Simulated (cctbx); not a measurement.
# Finding the light atoms

Cell a = 9.1770 Å, b = 9.1770 Å, c = 9.1140 Å, α = 90.00°, β = 90.00°, γ = 90.00°; space group P4_2/nnm (no. 134, origin choice 1); content Sn4 O48 N16 Li4. The heavier atoms are placed; Li is still missing.

Simulated single-crystal data (cctbx): Mo Kα, λ = 0.71073 Å, to d = 0.7 Å, 80 % of the full sphere, strongest reflection 5000 counts, noise from counting, a 3 % proportional error and a noise floor of 2 counts (s.d.); no absorption.

Refinement without Li (map in e/Å³):

```text
Rint 0.044, 640 unique reflections to 0.70 A
cycle     R1     wR2    GooF  max shift (A)
   1  0.1034  0.2206   6.842   0.05860
   3  0.0341  0.0681   2.111   0.00001
final R1 0.0341 wR2 0.0681 GooF 2.111  parameters 19  data/parameter 33.7
atom        x        y        z      Ueq    occ   su(xyz)  su(Uiso or U11)
Sn1    0.00000  0.50000  0.75000   0.0117  1.000  0.00000  0.0001
O1     0.43251  0.20866  0.88495   0.0212  1.000  0.00048  0.0009
O2     0.70191  0.93573  0.12097   0.0231  1.000  0.00050  0.0009
O3     0.89294  0.10706  0.57284   0.0178  1.000  0.00054  0.0011
O4     0.11287  0.11287  0.93699   0.0206  1.000  0.00058  0.0012
N1     0.28240  0.50000  0.00000   0.0202  1.000  0.00071  0.0013
N2     0.77467  0.00000  0.00000   0.0302  1.000  0.00084  0.0018
difference map: max 4.16 min -2.08 rms 0.23
Q1    0.2500  0.2500  0.7500    4    4.62  2.11 A from O1
Q2    0.0308  0.4692  0.7500    8    2.35  0.40 A from Sn1
Q3    0.2500  0.2500  0.2500    4    2.12  2.12 A from O2
Q4    0.0732  0.0732  0.0437    8    0.77  1.10 A from O4
Q5    0.0000  0.0000  0.0000    2    0.72  1.57 A from O4
Q6    0.1501  0.3138  0.7246   16    0.62  1.27 A from O1
Q7    0.1231  0.1231  0.7602    8    0.61  1.62 A from O4
Q8    0.2291  0.2291  0.8760    8    0.58  1.61 A from O4
```

The data are simulated with cctbx, not measured: neutrons of λ = 1.17 Å, to d = 0.8 Å, 80 % of the full sphere, strongest reflection 5000 counts, noise from counting, a 3 % proportional error and a noise floor of 2 counts (s.d.); no absorption.

Refinement without Li (map in fm/Å³; only maxima are listed):

```text
Rint 0.045, 435 unique reflections to 0.80 A
cycle     R1     wR2    GooF  max shift (A)
   1  0.1402  0.2825   8.380   0.04928
   2  0.0674  0.1329   3.941   0.00025
final R1 0.0674 wR2 0.1329 GooF 3.941  parameters 19  data/parameter 22.9
atom        x        y        z      Ueq    occ   su(xyz)  su(Uiso or U11)
Sn1    0.00000  0.50000  0.75000   0.0117  1.000  0.00000  0.0007
O1     0.43236  0.20891  0.88451   0.0214  1.000  0.00028  0.0006
O2     0.70187  0.93648  0.12027   0.0233  1.000  0.00030  0.0006
O3     0.89201  0.10799  0.57257   0.0190  1.000  0.00035  0.0007
O4     0.11191  0.11191  0.93613   0.0210  1.000  0.00037  0.0008
N1     0.28167  0.50000  0.00000   0.0207  1.000  0.00022  0.0006
N2     0.77441  0.00000  0.00000   0.0303  1.000  0.00026  0.0007
difference map: max 0.86 min -8.03 rms 0.27
Q1    0.1606  0.2461  0.7460   16    0.93  1.52 A from O1
Q2    0.0211  0.2381  0.0539   16    0.88  0.54 A from N2
Q3    0.2488  0.2488  0.6618    8    0.86  1.76 A from O1
Q4    0.2083  0.2083  0.8125    8    0.59  1.68 A from O4
Q5    0.0672  0.0672  0.1903    8    0.55  2.05 A from O4
Q6    0.1939  0.2871  0.8070   16    0.54  1.51 A from O1
Q7    0.0382  0.4618  0.7500    8    0.53  0.50 A from Sn1
Q8    0.1684  0.3034  0.8972   16    0.52  1.25 A from O1
```

**Question.** Where is Li, and which data fix it better?

Li sits at (3/4, 3/4, 3/4). Adding it takes R1 from 0.034 to 0.021 with X-rays and from 0.067 to 0.029 with neutrons. Symmetry fixes its coordinates; the s.u. of its U is 0.0023 Å² with X-rays and 0.0014 Å² with neutrons. In the X-ray map Q1 marks it. No listed neutron peak is on it. Natural Li has a negative scattering length, so it shows as a hole in the neutron map (minimum -8.0), not among the maxima.

Final neutron refinement:

```text
Rint 0.045, 435 unique reflections to 0.80 A
cycle     R1     wR2    GooF  max shift (A)
   1  0.1250  0.2645   7.856   0.04900
   2  0.0289  0.0594   1.765   0.00010
final R1 0.0289 wR2 0.0594 GooF 1.765  parameters 20  data/parameter 21.8
atom        x        y        z      Ueq    occ   su(xyz)  su(Uiso or U11)
Sn1    0.00000  0.50000  0.75000   0.0121  1.000  0.00000  0.0003
O1     0.43232  0.20924  0.88459   0.0214  1.000  0.00012  0.0003
O2     0.70172  0.93626  0.12037   0.0235  1.000  0.00013  0.0003
O3     0.89239  0.10761  0.57291   0.0190  1.000  0.00015  0.0003
O4     0.11228  0.11228  0.93637   0.0211  1.000  0.00016  0.0003
N1     0.28172  0.50000  0.00000   0.0208  1.000  0.00010  0.0002
N2     0.77462  0.00000  0.00000   0.0303  1.000  0.00012  0.0003
Li1    0.75000  0.75000  0.75000   0.0275  1.000  0.00000  0.0014
difference map: max 0.79 min -0.94 rms 0.13
Q1    0.0149  0.2372  0.0560   16    0.84  0.54 A from N2
Q2    0.0383  0.2082  0.5423   16    0.54  0.53 A from N1
Q3    0.0850  0.3257  0.1713   16    0.46  0.56 A from O2
Q4    0.0366  0.4634  0.7500    8    0.45  0.48 A from Sn1
Q5    0.0697  0.1418  0.4339   16    0.45  0.47 A from O3
Q6    0.0245  0.2620  0.1695   16    0.37  0.66 A from O2
```

The model was made for the exercise: a known structure type with other elements put in, its volume estimated, not relaxed; displacement parameters are assumed.

[Middle refinement cycles are left out of these outputs.]

[Logs are printed without paths, hosts, clocks, repeated set-up lines and the standing remarks that a program may print on its own settings, such as how far it seeks lower states.]
